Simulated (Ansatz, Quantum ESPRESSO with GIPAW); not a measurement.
# K3SO4F: from the crystal structure to its NMR spectrum

The task is to compute the NMR parameters of K3SO4F site by site.

Program: Quantum ESPRESSO with GIPAW 8.0dev (patched build). Level of theory: DFT, PBEsol, plane-wave PAW (pslibrary 1.0.0 recipes), scalar-relativistic, GIPAW; a patched development version of the program. Results are calculated unless marked as measured.

**1. The structure**

The structure is cubic, space group P-43m (No. 215). Conventional cell: a = 5.467 Å, b = 5.467 Å, c = 5.467 Å, α = 90.00°, β = 90.00°, γ = 90.00°. K has 2 F at 2.73 Å and 4 O at 2.78 Å nearest. Nearest to S lie 4 O at 1.50 Å. F has 6 K at 2.73 Å nearest. Nearest to O lie 1 S at 1.50 Å and 3 K at 2.78 Å. Farther neighbours and most contacts between anions are not listed.

The cell is a computed entry of the Materials Project; it need not be the form that is stable at ambient conditions.

A relaxation of the atoms beforehand (Ansatz) moved none by more than 0.003 Å.

**2. Self-consistent run**

The shielding is a linear response of the occupied states, which this run provides. It is converged far beyond what an energy needs, since the response uses the wavefunctions themselves. No empty states are asked for: the response is solved without them. The mesh has a spacing of 0.39 Å⁻¹ at most. The PAW files were made with ld1.x from the pslibrary 1.0.0 recipes, with GIPAW reconstruction switched on (the recipe of F slightly mended, as the packaged one fails to give a sound file).

scf.in

```
&control
  calculation = 'scf'
  prefix = 'x'
  outdir = './tmp/'
  pseudo_dir = './'
/
&system
  ibrav = 0
  nat = 9
  ntyp = 4
  ecutwfc = 55
  ecutrho = 330
  nbnd = 32
/
&electrons
  conv_thr = 1.0d-10
  mixing_beta = 0.7
  electron_maxstep = 100
/
ATOMIC_SPECIES
  K 39.098 K.pbesol-spn-kjpaw_psl.1.0.0-gipaw.UPF
  S 32.060 S.pbesol-n-kjpaw_psl.1.0.0-gipaw.UPF
  F 18.998 F.pbesol-n-kjpaw_psl.1.0.0-gipaw.UPF
  O 15.999 O.pbesol-n-kjpaw_psl.1.0.0-gipaw.UPF
CELL_PARAMETERS angstrom
  5.46709600 0.00000000 0.00000000
  0.00000000 5.46709600 0.00000000
  0.00000000 0.00000000 5.46709600
ATOMIC_POSITIONS crystal
  K 0.00000000 0.50000000 0.00000000
  K 0.00000000 0.00000000 0.50000000
  K 0.50000000 0.00000000 0.00000000
  S 0.50000000 0.50000000 0.50000000
  F 0.00000000 0.00000000 0.00000000
  O 0.65789200 0.65789200 0.65789200
  O 0.65789200 0.34210800 0.34210800
  O 0.34210800 0.65789200 0.34210800
  O 0.34210800 0.34210800 0.65789200
K_POINTS automatic
  3 3 3 1 1 1
```

Launch:

```bash
mpirun -np 4 pw.x -nk 4 -in scf.in > scf.out
```

What it wrote:

```text
using ibrav=0 with symmetry is DISCOURAGED, use correct ibrav instead

     bravais-lattice index     =            0
     lattice parameter (alat)  =      10.3313  a.u.
     unit-cell volume          =    1102.7237 (a.u.)^3
     number of atoms/cell      =            9
     number of atomic types    =            4
     number of electrons       =        64.00
     number of Kohn-Sham states=           32
     kinetic-energy cutoff     =      55.0000  Ry
     charge density cutoff     =     330.0000  Ry
     scf convergence threshold =      1.0E-10
     mixing beta               =       0.7000
     number of iterations used =            8  plain     mixing
     Exchange-correlation= SLA-PW-PSX-PSC
                           (   1   4  10   8   0   0   0)
[...]
K                 9.00    39.09800     K ( 1.00)
     S                 6.00    32.06000     S ( 1.00)
     F                 7.00    18.99800     F ( 1.00)
     O                 6.00    15.99900     O ( 1.00)

     24 Sym. Ops. (no inversion) found
[...]
number of k points=     4
[...]
Dense  grid:   111539 G-vectors     FFT dimensions: (  60,  60,  60)

     Smooth grid:    60941 G-vectors     FFT dimensions: (  50,  50,  50)

     Check: negative core charge=   -0.000003

     Initial potential from superposition of free atoms

     starting charge      63.9443, renormalised to      64.0000
     Starting wfcs are   48 randomized atomic wfcs

     Self-consistent Calculation

     iteration #  1     ecut=    55.00 Ry     beta= 0.70
     Davidson diagonalization with overlap
     ethr =  1.00E-02,  avg # of iterations =  2.0

     total energy              =    -621.38359879 Ry
     estimated scf accuracy    <       2.55710310 Ry

     iteration #  2     ecut=    55.00 Ry     beta= 0.70
     Davidson diagonalization with overlap
     ethr =  4.00E-03,  avg # of iterations =  7.0

     total energy              =    -622.64957657 Ry
     estimated scf accuracy    <       3.58426598 Ry

     iteration #  3     ecut=    55.00 Ry     beta= 0.70
     Davidson diagonalization with overlap
     ethr =  4.00E-03,  avg # of iterations =  2.0

     total energy              =    -622.79482669 Ry
     estimated scf accuracy    <       0.88492973 Ry

[...]
total energy              =    -623.16945201 Ry
[...]
iteration # 23     ecut=    55.00 Ry     beta= 0.70
     Davidson diagonalization with overlap
     ethr =  4.24E-13,  avg # of iterations =  5.8

     total energy              =    -623.16945201 Ry
     estimated scf accuracy    <          1.4E-09 Ry

     iteration # 24     ecut=    55.00 Ry     beta= 0.70
     Davidson diagonalization with overlap
     ethr =  4.24E-13,  avg # of iterations =  5.0

     End of self-consistent calculation
     [one-electron energies left out]

!    total energy              =    -623.16945201 Ry
     total all-electron energy =     -5205.011668 Ry
     estimated scf accuracy    <          2.2E-11 Ry

     The total energy is the sum of the following terms:
     one-electron contribution =    -164.06427883 Ry
     hartree contribution      =     113.03659465 Ry
     xc contribution           =     -78.05163673 Ry
     ewald contribution        =    -240.14867328 Ry
     one-center paw contrib.   =    -253.94145781 Ry

     convergence has been achieved in  24 iterations
[...]
JOB DONE.
```

The job ended after 35 s (4 MPI ranks of Arm Neoverse V2, shared host; peak memory 0.87 GiB).

It converged in 24 cycles to an estimated accuracy of 2e-11 Ry, on 4 irreducible k-points.

**3. Shieldings**

A uniform field breaks periodicity, so gipaw.x applies it as a wave of small q and takes the limit. It solves for the first-order states, builds the induced current and gets the field at each nucleus by Biot–Savart; the PAW spheres add what the smooth waves miss near the nuclei. pawproj makes the reconstruction use the PAW data sets' own projectors.

nmr.in

```
&inputgipaw
  job = 'nmr'
  prefix = 'x'
  tmp_dir = './tmp/'
  restart_mode = 'from_scratch'
  verbosity = 'low'
  q_gipaw = 0.01
  spline_ps = .true.
  conv_threshold = 1.0d-14
  use_nmr_macroscopic_shape = .false.
  pawproj(1) = .true.
  pawproj(2) = .true.
  pawproj(3) = .true.
  pawproj(4) = .true.
/
```

Launch:

```bash
mpirun -np 4 gipaw.x -in nmr.in > nmr.out
```

What it wrote:

```text
[banner, memory and clock lines left out]
[a note of our patched build left out]

     Parallelizing q-star over 1 images

     IMPORTANT: XC functional enforced from input :
     Exchange-correlation= PBESOL
                           (   1   4  10   8   0   0   0)
     Any further DFT definition will be discarded
     Please, verify this is what you really want

     Check: negative core charge=   -0.000003
[...]
projs nearly linearly dependent: l=0  n1,n2= 1, 2  s=  0.99583929
[...]
alpha_pv=     54.6528 eV

     spline_ps is .false., expect some extrapolation errors

     q-space interpolation up to    66.00 Rydberg

     GIPAW job: nmr
     NMR macroscopic correction: no
[...]
Computing the magnetic susceptibility     isolve=0    ethr=  0.1000E-13
     Starting from scratch
     k-point #    1 of     4      pool #  1    cpu time:       1.5
[...]
End of magnetic susceptibility calculation

     f-sum rule (1st term):
           -63.1350          0.0000          0.0000
             0.0000        -63.1350          0.0000
             0.0000          0.0000        -63.1350

     f-sum rule (2nd term):
            -1.3901          0.0000          0.0000
             0.0000         -1.3901          0.0000
             0.0000          0.0000         -1.3901

     f-sum rule (should be   -64.5201):
           -64.5251          0.0000          0.0000
             0.0000        -64.5251          0.0000
             0.0000          0.0000        -64.5251

[... susceptibilities left out ...]
     Contributions to the NMR chemical shifts: -------------------------------

     Macroscopic shape contribution in ppm:                    0.00
             0.0000          0.0000          0.0000
             0.0000          0.0000          0.0000
             0.0000          0.0000          0.0000

     Core contribution in ppm:

     Atom  1  K   pos: (  0.000000  0.500000  0.000000)  core sigma:        1192.38
     Atom  2  K   pos: (  0.000000  0.000000  0.500000)  core sigma:        1192.38
     Atom  3  K   pos: (  0.500000  0.000000  0.000000)  core sigma:        1192.38
     Atom  4  S   pos: (  0.500000  0.500000  0.500000)  core sigma:         978.84
     Atom  5  F   pos: (  0.000000  0.000000  0.000000)  core sigma:         305.83
     Atom  6  O   pos: (  0.657892  0.657892  0.657892)  core sigma:         270.50
     Atom  7  O   pos: (  0.657892  0.342108  0.342108)  core sigma:         270.50
     Atom  8  O   pos: (  0.342108  0.657892  0.342108)  core sigma:         270.50
     Atom  9  O   pos: (  0.342108  0.342108  0.657892)  core sigma:         270.50

     Bare contribution in ppm:

     Atom  1  K   pos: (  0.000000  0.500000  0.000000)  bare sigma:         120.75
[...]
Atom  2  K   pos: (  0.000000  0.000000  0.500000)  bare sigma:         120.75
[...]
Atom  3  K   pos: (  0.500000  0.000000  0.000000)  bare sigma:         120.75
[...]
Atom  4  S   pos: (  0.500000  0.500000  0.500000)  bare sigma:         -58.96
[...]
Atom  5  F   pos: (  0.000000  0.000000  0.000000)  bare sigma:          85.61
[...]
Atom  6  O   pos: (  0.657892  0.657892  0.657892)  bare sigma:          16.58
[...]
Atom  7  O   pos: (  0.657892  0.342108  0.342108)  bare sigma:          16.58
[...]
Atom  8  O   pos: (  0.342108  0.657892  0.342108)  bare sigma:          16.58
[...]
Atom  9  O   pos: (  0.342108  0.342108  0.657892)  bare sigma:          16.58
[...]
Diamagnetic contribution in ppm:

     Atom  1  K   pos: (  0.000000  0.500000  0.000000)  dia sigma:          -3.51
[...]
Atom  2  K   pos: (  0.000000  0.000000  0.500000)  dia sigma:          -3.51
[...]
Atom  3  K   pos: (  0.500000  0.000000  0.000000)  dia sigma:          -3.51
[...]
Atom  4  S   pos: (  0.500000  0.500000  0.500000)  dia sigma:          -4.35
[...]
Atom  5  F   pos: (  0.000000  0.000000  0.000000)  dia sigma:          42.86
[...]
Atom  6  O   pos: (  0.657892  0.657892  0.657892)  dia sigma:          17.48
[...]
Atom  7  O   pos: (  0.657892  0.342108  0.342108)  dia sigma:          17.48
[...]
Atom  8  O   pos: (  0.342108  0.657892  0.342108)  dia sigma:          17.48
[...]
Atom  9  O   pos: (  0.342108  0.342108  0.657892)  dia sigma:          17.48
[...]
Paramagnetic contribution in ppm:

     Atom  1  K   pos: (  0.000000  0.500000  0.000000)  para sigma:        -226.15
[...]
Atom  2  K   pos: (  0.000000  0.000000  0.500000)  para sigma:        -226.15
[...]
Atom  3  K   pos: (  0.500000  0.000000  0.000000)  para sigma:        -226.15
[...]
Atom  4  S   pos: (  0.500000  0.500000  0.500000)  para sigma:        -852.83
[...]
Atom  5  F   pos: (  0.000000  0.000000  0.000000)  para sigma:         152.62
[...]
Atom  6  O   pos: (  0.657892  0.657892  0.657892)  para sigma:         -27.15
[...]
Atom  7  O   pos: (  0.657892  0.342108  0.342108)  para sigma:         -27.15
[...]
Atom  8  O   pos: (  0.342108  0.657892  0.342108)  para sigma:         -27.15
[...]
Atom  9  O   pos: (  0.342108  0.342108  0.657892)  para sigma:         -27.15
[...]
Paramagnetic US occ-occ contribution in ppm:

     Atom  1  K   pos: (  0.000000  0.500000  0.000000)  para_oo sigma:          -0.72
[...]
Atom  2  K   pos: (  0.000000  0.000000  0.500000)  para_oo sigma:          -0.72
[...]
Atom  3  K   pos: (  0.500000  0.000000  0.000000)  para_oo sigma:          -0.72
[...]
Atom  4  S   pos: (  0.500000  0.500000  0.500000)  para_oo sigma:          -4.33
[...]
Atom  5  F   pos: (  0.000000  0.000000  0.000000)  para_oo sigma:           0.78
[...]
Atom  6  O   pos: (  0.657892  0.657892  0.657892)  para_oo sigma:          -3.27
[...]
Atom  7  O   pos: (  0.657892  0.342108  0.342108)  para_oo sigma:          -3.27
[...]
Atom  8  O   pos: (  0.342108  0.657892  0.342108)  para_oo sigma:          -3.27
[...]
Atom  9  O   pos: (  0.342108  0.342108  0.657892)  para_oo sigma:          -3.27
[...]
Paramagnetic US L_R Q_R contribution in ppm:

     Atom  1  K   pos: (  0.000000  0.500000  0.000000)  para_lq sigma:         104.18
[...]
Atom  2  K   pos: (  0.000000  0.000000  0.500000)  para_lq sigma:         104.18
[...]
Atom  3  K   pos: (  0.500000  0.000000  0.000000)  para_lq sigma:         104.18
[...]
Atom  4  S   pos: (  0.500000  0.500000  0.500000)  para_lq sigma:          40.08
[...]
Atom  5  F   pos: (  0.000000  0.000000  0.000000)  para_lq sigma:        -320.10
[...]
Atom  6  O   pos: (  0.657892  0.657892  0.657892)  para_lq sigma:        -213.05
[...]
Atom  7  O   pos: (  0.657892  0.342108  0.342108)  para_lq sigma:        -213.05
[...]
Atom  8  O   pos: (  0.342108  0.657892  0.342108)  para_lq sigma:        -213.05
[...]
Atom  9  O   pos: (  0.342108  0.342108  0.657892)  para_lq sigma:        -213.05
[...]
Total NMR chemical shifts in ppm: ---------------------------------------
     (adopting the Simpson convention for anisotropy and asymmetry)-----------

     Atom  1  K   pos: (  0.000000  0.500000  0.000000)  Total sigma:        1186.92
          1181.7167         -0.0000          0.0000
            -0.0000       1197.3347          0.0000
             0.0000         -0.0000       1181.7167

     K       1    anisotropy:     15.62    eta:    0.0000
[...]
Atom  2  K   pos: (  0.000000  0.000000  0.500000)  Total sigma:        1186.92
[... its tensor is left out ...]
     Atom  3  K   pos: (  0.500000  0.000000  0.000000)  Total sigma:        1186.92
[... its tensor is left out ...]
     Atom  4  S   pos: (  0.500000  0.500000  0.500000)  Total sigma:          98.44
            98.4407         -0.0000         -0.0000
             0.0000         98.4407         -0.0000
            -0.0000         -0.0000         98.4407

     S       4    anisotropy:      0.00    eta:    0.0000
[...]
Atom  5  F   pos: (  0.000000  0.000000  0.000000)  Total sigma:         267.60
           267.5969          0.0000          0.0000
             0.0000        267.5969         -0.0000
             0.0000         -0.0000        267.5969

     F       5    anisotropy:      0.00    eta:    0.0000
[...]
Atom  6  O   pos: (  0.657892  0.657892  0.657892)  Total sigma:          61.09
            61.0916         41.9544         41.9544
            41.9544         61.0916         41.9544
            41.9544         41.9544         61.0916

     O       6    anisotropy:    125.86    eta:    0.0000
[...]
Atom  7  O   pos: (  0.657892  0.342108  0.342108)  Total sigma:          61.09
[... its tensor is left out ...]
     Atom  8  O   pos: (  0.342108  0.657892  0.342108)  Total sigma:          61.09
[... its tensor is left out ...]
     Atom  9  O   pos: (  0.342108  0.342108  0.657892)  Total sigma:          61.09
[... its tensor is left out ...]
```

Run time: 3.1 min. Hardware: 4 MPI ranks; peak memory 0.58 GiB.

The f-sum rule is met to 0.0050 of 64.5 (0.008 %). Converged shieldings require that this miss be small, but a small miss does not prove them.

From the symmetric part of each tensor, with principal values σ11 ≤ σ22 ≤ σ33: σ_iso is their mean, the span is σ33 − σ11 and the skew 3(σ_iso − σ22)/span. (gipaw.x prints an anisotropy in another convention.)

| site | atom no. | atoms in cell | σ_iso (ppm) | span (ppm) | skew |
| --- | --- | --- | --- | --- | --- |
| K | 1 | 3 | 1186.9 | 15.6 | 1.00 |
| S | 4 | 1 | 98.4 | 0.0 | - |
| F | 5 | 1 | 267.6 | 0.0 | - |
| O | 6 | 4 | 61.1 | 125.9 | 1.00 |

The macroscopic shape term is switched off. For a spherical sample the valence susceptibility of this run would add about 8 ppm to every site, a rough estimate, since the susceptibility converges slowly and lacks part of the PAW terms. Differences within the crystal don't depend on it, but shieldings of different compounds can't be compared to better than a few ppm without it.

S and F sit on cubic site symmetry, where the tensor must be isotropic. An axis of order three or more runs through K and O, so two principal values coincide and the skew is ±1. In this run the largest span is that of O (site symmetry 3m), with principal values 19.1, 19.1 and 145.0 ppm. On O the most shielded direction lies along its short bond to S: a field along the bond can't mix the bonding orbital with those across it, so the paramagnetic term is smallest there.

(Part 1 of 2 ends here.)

[Banner, clock, file and message-heading lines were taken out of the pw.x and gipaw.x logs.]

[Logs are printed without paths, hosts, clocks, repeated set-up lines and the standing remarks that a program may print on its own settings, such as how far it seeks lower states.]

[Hosts, paths, dates, database ids (printed as entryN), source tags and the programs' standing remarks are cut or masked in the printed files.]

[Where no reference line passes its bar on scatter, no shift is given, so a measured shift of this compound may stand uncompared.]
